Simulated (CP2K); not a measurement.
Two runs for the C K edge of 2-methoxythiazole. Run A: CP2K XAS_TDP, all-electron GAPW, PBEh(45%), aug-cc-pVDZ, TDA, no relativity. Run B differs in one setting.

First lines with a strength over 0.0015. A:

| atom | energy (eV) | states | strength, one atom |
| --- | --- | --- | --- |
| C1 (bonded to O and 3 H) | 284.76 | 1 | 0.0474 |
|  | 285.75 | 1 | 0.0022 |
|  | 286.15 | 1 | 0.0235 |
|  | 286.33 | 1 | 0.0216 |
|  | 286.95 | 1 | 0.0022 |
| C3 (bonded to N, O and S) | 283.83 | 1 | 0.0660 |
|  | 286.30 | 1 | 0.0384 |
|  | 287.75 | 1 | 0.0056 |
|  | 288.14 | 1 | 0.0040 |
|  | 289.10 | 1 | 0.0048 |
| C5 (bonded to C, N and H) | 282.25 | 1 | 0.0523 |
|  | 285.06 | 1 | 0.0056 |
|  | 285.14 | 1 | 0.0119 |
|  | 285.34 | 1 | 0.0070 |
|  | 286.00 | 1 | 0.0015 |
| C6 (bonded to C, S and H) | 282.07 | 1 | 0.0472 |
|  | 283.89 | 1 | 0.0336 |
|  | 284.89 | 1 | 0.0132 |
|  | 285.67 | 1 | 0.0015 |
|  | 285.95 | 1 | 0.0040 |

B:

| atom | energy (eV) | states | strength, one atom |
| --- | --- | --- | --- |
| C1 (bonded to O and 3 H) | 291.40 | 1 | 0.0463 |
|  | 292.39 | 1 | 0.0022 |
|  | 292.79 | 1 | 0.0230 |
|  | 292.97 | 1 | 0.0211 |
|  | 293.59 | 1 | 0.0021 |
| C3 (bonded to N, O and S) | 288.85 | 1 | 0.0648 |
|  | 291.32 | 1 | 0.0378 |
|  | 292.76 | 1 | 0.0055 |
|  | 293.16 | 1 | 0.0039 |
|  | 294.12 | 1 | 0.0047 |
| C5 (bonded to C, N and H) | 287.82 | 1 | 0.0513 |
|  | 290.63 | 1 | 0.0054 |
|  | 290.71 | 1 | 0.0117 |
|  | 290.92 | 1 | 0.0069 |
|  | 292.11 | 1 | 0.0018 |
| C6 (bonded to C, S and H) | 287.34 | 1 | 0.0463 |
|  | 289.15 | 1 | 0.0330 |
|  | 290.15 | 1 | 0.0129 |
|  | 291.22 | 1 | 0.0039 |
|  | 291.73 | 1 | 0.0017 |

**Question.** Which was it: the functional, the basis, scalar relativity switched on, GW2X switched on?

GW2X switched on. GW2X shifts an atom's lines together and keeps their spacings. Against PBEh(45%) in aug-cc-pVDZ, the leading lines move by +6.64 eV (C1, to 291.40), +5.02 eV (C3, to 288.85), +5.57 eV (C5, to 287.82) and +5.27 eV (C6, to 287.34).

[Hosts, paths, dates, database ids (printed as entryN), source tags and the programs' standing remarks are cut or masked in the printed files.]
